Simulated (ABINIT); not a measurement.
## Quasiparticle gap of ZnSe (Stilleite) in ABINIT

Aim: the G0W0 gap of ZnSe (Stilleite) on PBE, step by step.

Program: ABINIT 10.8.3. Level of theory: PBE and many-body steps on it, plane waves. Results are calculated unless marked as measured.

**Experimental background.**

- Gap 2.695 ± 0.003 eV: excitonic gap from free-exciton PL, not corrected for exciton binding; photoluminescence; 300 K; bulk crystal (Bridgman-grown crystal, polished and etched) (“Alloy Disordering Effects on the Thermal Conductivity and Energy Gap Temperature Dependence of Cd1−xZnxSe Ternary Crystals Grown by the Bridgman Method”, 2023, pmc:10253836).

## Step 1: The starting structure

Symmetry: F-43m, No. 216, cubic system. Conventional cell: a = 5.668 Å, b = 5.668 Å, c = 5.668 Å, α = 90.00°, β = 90.00°, γ = 90.00°. Nearest to Zn lie 4 Se at 2.45 Å. Nearest to Se lie 4 Zn at 2.45 Å. Farther neighbours and most contacts between anions are not listed.

The cell and positions come from the Crystallography Open Database and are kept as given unless a step says otherwise.

## Step 2: Ground state

This step: ABINIT 10.8.3; DFT, PBE, plane waves, norm-conserving pseudopotentials.

The ground-state density comes first.

File run.abi:

```
acell 3*1.0 Angstrom
rprim 
  -0.000000000000 2.833800000000 2.833800000000
  2.833800000000 -0.000000000000 2.833800000000
  2.833800000000 2.833800000000 0.000000000000
ntypat 2
znucl 30 34
natom 2
typat 1 2
xred 
  0.000000000000 0.000000000000 0.000000000000
  0.250000000000 0.250000000000 0.250000000000
pp_dirpath "pseudos"
pseudos "Zn.upf, Se.upf"
ecut 48
ngkpt 6 6 6
nshiftk 1
shiftk 0 0 0
kptopt 1
chksymbreak 0
nband 27
occopt 1
tolvrs 1e-10
nstep 60
prtwf 0
optforces 0
optstress 0
indata_prefix "in"
outdata_prefix "out"
tmpdata_prefix "tmp"
```

Command:

```bash
> OMP_NUM_THREADS=1 mpirun -n 4 abinit run.abi > log
```

Numbers of over 12 decimals in the logs are rounded to 6 here.

Output:

```text
.Version 10.8.3 of ABINIT. v10.8.2 released Aug 2026.

 Symmetries : space group F-4 3 m (#216); Bravais cF (face-center cubic)
================================================================================
 Values of the parameters that define the memory need of the present run
     intxc =       0    ionmov =       0      iscf =       7    lmnmax =       6
     lnmax =       6     mgfft =      48  mpssoang =       3    mqgrid =    3001
     natom =       2  nloc_mem =       1    nspden =       1   nspinor =       1
    nsppol =       1      nsym =      24    n1xccc =    2501    ntypat =       2
    occopt =       1   xclevel =       2
-    mband =          27        mffmem =           1         mkmem =           4
       mpw =        4897          nfft =      110592          nkpt =          16
================================================================================
  Rough estimation (10% accuracy) of disk space for files :
================================================================================

--------------------------------------------------------------------------------
------------- Echo of variables that govern the present computation ------------
--------------------------------------------------------------------------------
 -outvars: echo values of preprocessed input variables --------
            acell      1.8897261259E+00  1.8897261259E+00  1.8897261259E+00 Bohr

      chksymbreak           0
             ecut      4.80000000E+01 Hartree
-          fftalg         312

              ixc     -101130
              kpt      0.00000000E+00  0.00000000E+00  0.00000000E+00
                       1.66666667E-01  0.00000000E+00  0.00000000E+00
                       3.33333333E-01  0.00000000E+00  0.00000000E+00
                       5.00000000E-01  0.00000000E+00  0.00000000E+00
                       1.66666667E-01  1.66666667E-01  0.00000000E+00
                       3.33333333E-01  1.66666667E-01  0.00000000E+00
                       5.00000000E-01  1.66666667E-01  0.00000000E+00
                      -3.33333333E-01  1.66666667E-01  0.00000000E+00
                      -1.66666667E-01  1.66666667E-01  0.00000000E+00
   [... 5 further rows ...]
                      -3.33333333E-01  3.33333333E-01  1.66666667E-01
                      -3.33333333E-01  5.00000000E-01  1.66666667E-01
         kptrlatt        6    0    0      0    6    0      0    0    6
          kptrlen      4.54395803E+01
P           mkmem           4
            natom           2
            nband          27
            ngfft          48      48      48
             nkpt          16
            nstep          60
             nsym          24
           ntypat           2
              occ      2.000000  2.000000  2.000000  2.000000  2.000000  2.000000
                       2.000000  2.000000  2.000000  2.000000  2.000000  2.000000
                       2.000000  2.000000  2.000000  2.000000  2.000000  2.000000
                       2.000000  2.000000  2.000000  2.000000  0.000000  0.000000
[...]
optforces           0
        optstress           0
            prtwf           0
            rprim     -0.0000000000E+00  2.8338000000E+00  2.8338000000E+00
[...]
spgroup         216

           tolvrs      1.00000000E-10

             xred      0.0000000000E+00  0.0000000000E+00  0.0000000000E+00
[...]
znucl       30.00000   34.00000

================================================================================

 chkinp: Checking input parameters for consistency.

================================================================================
== DATASET  1 ==================================================================
-   mpi_nproc: 4, omp_nthreads: 1 (-1 if OMP is not activated)

--- !DatasetInfo
iteration_state: {dtset: 1, }
dimensions: {natom: 2, nkpt: 16, mband: 27, nsppol: 1, nspinor: 1, nspden: 1, mpw: 4897, }
cutoff_energies: {ecut:  48.0, pawecutdg:  -1.0, }
electrons: {nelect:   4.40000000E+01, charge:   0.00000000E+00, occopt:   1.00000000E+00, tsmear:   1.00000000E-02, }

 Real(R)+Recip(G) space primitive vectors, cartesian coordinates (Bohr,Bohr^-1):
 R(1)=  0.0000000  5.3551059  5.3551059  G(1)= -0.0933688  0.0933688  0.0933688
 R(2)=  5.3551059  0.0000000  5.3551059  G(2)=  0.0933688 -0.0933688  0.0933688
 R(3)=  5.3551059  5.3551059  0.0000000  G(3)=  0.0933688  0.0933688 -0.0933688
 Unit cell volume ucvol=  3.0713845E+02 bohr^3
 Angles (23,13,12)=  6.00000000E+01  6.00000000E+01  6.00000000E+01 degrees

 getcut: wavevector=  0.0000  0.0000  0.0000  ngfft=  48  48  48
         ecut(hartree)=     48.000   => boxcut(ratio)=   2.03223

--- Pseudopotential description ------------------------------------------------
- Zn Generated using ONCVPSP code by D. R. Hamann
- 30.00000  20.00000  171031                  znucl, zion, pspdat
12 -101130 2 -1 1326                          pspcod,pspxc,lmax,lloc,mmax
     nproj     2     2     2
  pspatm : epsatm=   26.68164218
         --- l  ekb(1:nproj) -->
[...]
pspatm: atomic psp has been read  and splines computed

- Se Generated using ONCVPSP code by D. R. Hamann
- 34.00000  24.00000  171031                  znucl, zion, pspdat
12 -101130 2 -1 1214                          pspcod,pspxc,lmax,lloc,mmax
     nproj     2     2     2
  pspatm : epsatm=   25.39064422
         --- l  ekb(1:nproj) -->
[...]
pspatm: atomic psp has been read  and splines computed

   2.29118060E+03                                ecore*ucvol(ha*bohr**3)
--------------------------------------------------------------------------------

_setup2: Arith. and geom. avg. npw (full set) are    4879.338    4879.326

================================================================================

--- !BeginCycle
iteration_state: {dtset: 1, }
solver: {iscf: 7, nstep: 60, nline: 4, wfoptalg: 0, }
tolerances: {tolvrs: 1.00E-10, }

     iter   Etot(hartree)      deltaE(h)  residm     vres2
 ETOT  1  -544.98635842320    -5.450E+02 9.114E-01 4.653E+03
 ETOT  2  -546.40203433041    -1.416E+00 4.210E-02 7.770E+03
 ETOT  3  -547.23845527222    -8.364E-01 1.312E-02 1.052E+03
 ETOT  4  -547.31149392204    -7.304E-02 4.016E-03 3.977E+02
 ETOT  5  -547.35013234238    -3.864E-02 2.241E-03 5.298E+01
 ETOT  6  -547.35602524963    -5.893E-03 8.103E-04 1.388E+00
 ETOT  7  -547.35612893251    -1.037E-04 1.448E-04 3.923E-01
 ETOT  8  -547.35617116759    -4.224E-05 4.337E-05 4.472E-02
 ETOT  9  -547.35617617370    -5.006E-06 1.082E-05 5.496E-03
 ETOT 10  -547.35617686684    -6.931E-07 3.919E-06 5.544E-07
 ETOT 11  -547.35617686708    -2.417E-10 1.219E-06 1.127E-07
 ETOT 12  -547.35617686712    -3.763E-11 4.599E-07 6.262E-09
 ETOT 13  -547.35617686715    -2.808E-11 1.480E-07 2.773E-10
 ETOT 14  -547.35617686716    -1.398E-11 5.597E-08 1.371E-11

 At SCF step   14       vres2   =  1.37E-11 < tolvrs=  1.00E-10 =>converged.

--- !ResultsGS
iteration_state: {dtset: 1, }
comment   : Summary of ground state results
lattice_vectors:
- [ -0.0000000,   5.3551059,   5.3551059, ]
- [  5.3551059,  -0.0000000,   5.3551059, ]
- [  5.3551059,   5.3551059,   0.0000000, ]
lattice_lengths: [   7.57326,    7.57326,    7.57326, ]
lattice_angles: [ 60.000,  60.000,  60.000, ] # degrees, (23, 13, 12)
lattice_volume:   3.0713845E+02
convergence: {deltae: -1.398E-11, res2:  1.371E-11, residm:  5.597E-08, diffor:  0.000E+00, }
etotal    :  -5.47356177E+02
entropy   :   0.00000000E+00
fermie    :   1.53041323E-01
cartesian_stress_tensor: null
pressure_GPa: null
xred      :
- [  0.0000E+00,   0.0000E+00,   0.0000E+00, Zn]
- [  2.5000E-01,   2.5000E-01,   2.5000E-01, Se]
cartesian_forces: null
force_length_stats: {min: null, max: null, mean: null, }

 Integrated electronic density in atomic spheres:
 ------------------------------------------------
 Atom  Sphere_radius  Integrated_density
    1        2.00000         18.11040736
    2        2.00000         21.26036845
================================================================================

 ----iterations are completed or convergence reached----

 Mean square residual over all n,k,spin=   12.957E-11; max=  55.966E-09
 reduced coordinates (array xred) for    2 atoms
       0.000000000000      0.000000000000      0.000000000000
       0.250000000000      0.250000000000      0.250000000000
 rms dE/dt=  0.0000E+00; max dE/dt=  0.0000E+00; dE/dt below (all hartree)
    1       0.000000000000      0.000000000000      0.000000000000
    2       0.000000000000      0.000000000000      0.000000000000

 cartesian coordinates (angstrom) at end:
    1      0.000000     0.000000     0.000000
    2      1.416900     1.416900     1.416900
 length scales=  1.889726125908  1.889726125908  1.889726125908 bohr
              =  1.000000000000  1.000000000000  1.000000000000 angstroms
 prteigrs : about to open file out_EIG
 Fermi (or HOMO) energy (hartree) =   0.15304   Average Vxc (hartree)=  -0.36195
 Eigenvalues (hartree) for nkpt=  16  k points:
 kpt#   1, nband= 27, wtk=  0.00463, kpt=  0.0000  0.0000  0.0000 (reduced coord)
  -7.46293   -5.23849   -5.23849   -5.23849   -4.44962   -2.76502   -2.76502   -2.76502
  -1.56976   -1.56976   -1.56976   -1.56961   -1.56961   -0.33425   -0.08738   -0.08738
  -0.08738   -0.07385   -0.07385    0.15304    0.15304    0.15304    0.20039    0.36671
   0.36671    0.36671    0.51812
 prteigrs : prtvol=0 or 1, do not print more k-points.

--- !EnergyTerms
iteration_state     : {dtset: 1, }
comment             : Components of total free energy in Hartree
kinetic             :  2.38673621230762E+02
hartree             :  2.29158838384487E+02
xc                  : -5.13331538891217E+01
Ewald energy        : -2.44845014170202E+02
psp_core            :  7.45976485783275E+00
local_psp           : -5.91683585332825E+02
non_local_psp       : -1.34786647948093E+02
total_energy        : -5.47356176867160E+02
total_energy_eV     : -1.48943203428558E+04
band_energy         : -8.85655578376508E+01

== END DATASET(S) ==============================================================
================================================================================

 -outvars: echo values of variables after computation  --------
           etotal     -5.4735617687E+02
            nband          27
             nkpt          16
          spgroup         216
 [... the other variables as echoed above ...]

 Calculation completed.
```

It took 21 s on 4 MPI ranks of Arm Neoverse V2, shared host; peak memory 0.36 GiB; 83 s of CPU time.

Numbers from this step:

* total energy: -14894.3203 eV
* gap: 1.288 eV
* k of the valence top: 0, 0, 0
* k of the conduction bottom: 0, 0, 0
* least direct gap: 1.288 eV

The gap is direct, at Γ.

[end of part 1 of 3]

[Paths, hosts, dates, memory and timing lines, banners, echoed tables and standing remarks are left out of the program output.]

[Logs are printed without paths, hosts, clocks, repeated set-up lines and the standing remarks that a program may print on its own settings, such as how far it seeks lower states.]

[Runs of the session that timed out or met a known fault of the program may be left out.]

[No measured gap is set beside runs whose start may be inverted or whose files or cutoffs have a known fault.]

[Hosts, paths, dates, database ids (printed as entryN), source tags and the programs' standing remarks are cut or masked in the printed files.]

[G0W0 gaps are taken among the corrected bands and points alone; a level outside them can change the order at an edge.]

[Where Ansatz stands beside ABINIT at settings called matched, ABINIT's density can come from a denser mesh and the files from another edition; pairs whose starting gaps differed by over 0.03 eV were left out, so agreement reads better than it is.]
